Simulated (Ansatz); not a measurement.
Two G0W0 runs on GeH (hydrogen-terminated (001) film, symmetric dihydride, 4 layers).

The cell holds 8 atoms: 4 Ge and 4 H. Its edges and angles: a = 4.001 Å, b = 4.001 Å, c = 35.300 Å, α = 90.0°, β = 90.0°, γ = 90.0°. It derives from Ge. Vacuum lies along c.

```
Ge H
1.0
     4.00081    0.00000    0.00000
     0.00000    4.00081    0.00000
     0.00000    0.00000   35.30000
Ge H
4 4
Direct
  0.00000 0.00000 0.44103
  0.00000 0.50000 0.48007
  0.50000 0.50000 0.51993
  0.50000 0.00000 0.55897
  0.30430 0.00000 0.41452
  0.69570 0.00000 0.41452
  0.19570 0.00000 0.58548
  0.80430 0.00000 0.58548
```

The structure was relaxed with PBEsol (ions only). The runs that relaxed it are not among those shown.

The first (Ansatz 0.2.0; start PBEsol, 4×4×1 mesh, 833 empty bands, screening to 75 eV, PAW set soft_1 files; 1 × NVIDIA H100 80GB HBM3 (shared by 6 runs) with 3 threads of AMD EPYC 7R13 (Zen 3), shared host) gave, on its mesh: starting gap 1.89 eV, G0W0 gap 2.92 eV, mean of 1 + 4πα/V (set by the cell height) 3.19, 40 s.

Q: The second changes empty bands from 833 to 336 and screening cutoff (eV) from 75.0 to 41. What does it give?

It gave: starting gap 1.89 eV, G0W0 gap 2.76 eV, mean of 1 + 4πα/V (set by the cell height) 3.27, 28 s. The G0W0 gap moves by −0.16 eV, +0.00 eV from the start and −0.16 eV from the correction.

Limits: not at the basis limit; coarse mesh for a sheet; no spin-orbit coupling.

[Paths, hosts, dates, memory and timing lines, banners, echoed tables and standing remarks are left out of the program output.]

[Logs are printed without paths, hosts, clocks, repeated set-up lines and the standing remarks that a program may print on its own settings, such as how far it seeks lower states.]

[Runs of the session that timed out or met a known fault of the program may be left out.]

[Cells called generated may have been cut or substituted from an entry of the Crystallography Open Database or the Materials Project.]

[Hosts, paths, dates, database ids (printed as entryN), source tags and the programs' standing remarks are cut or masked in the printed files.]
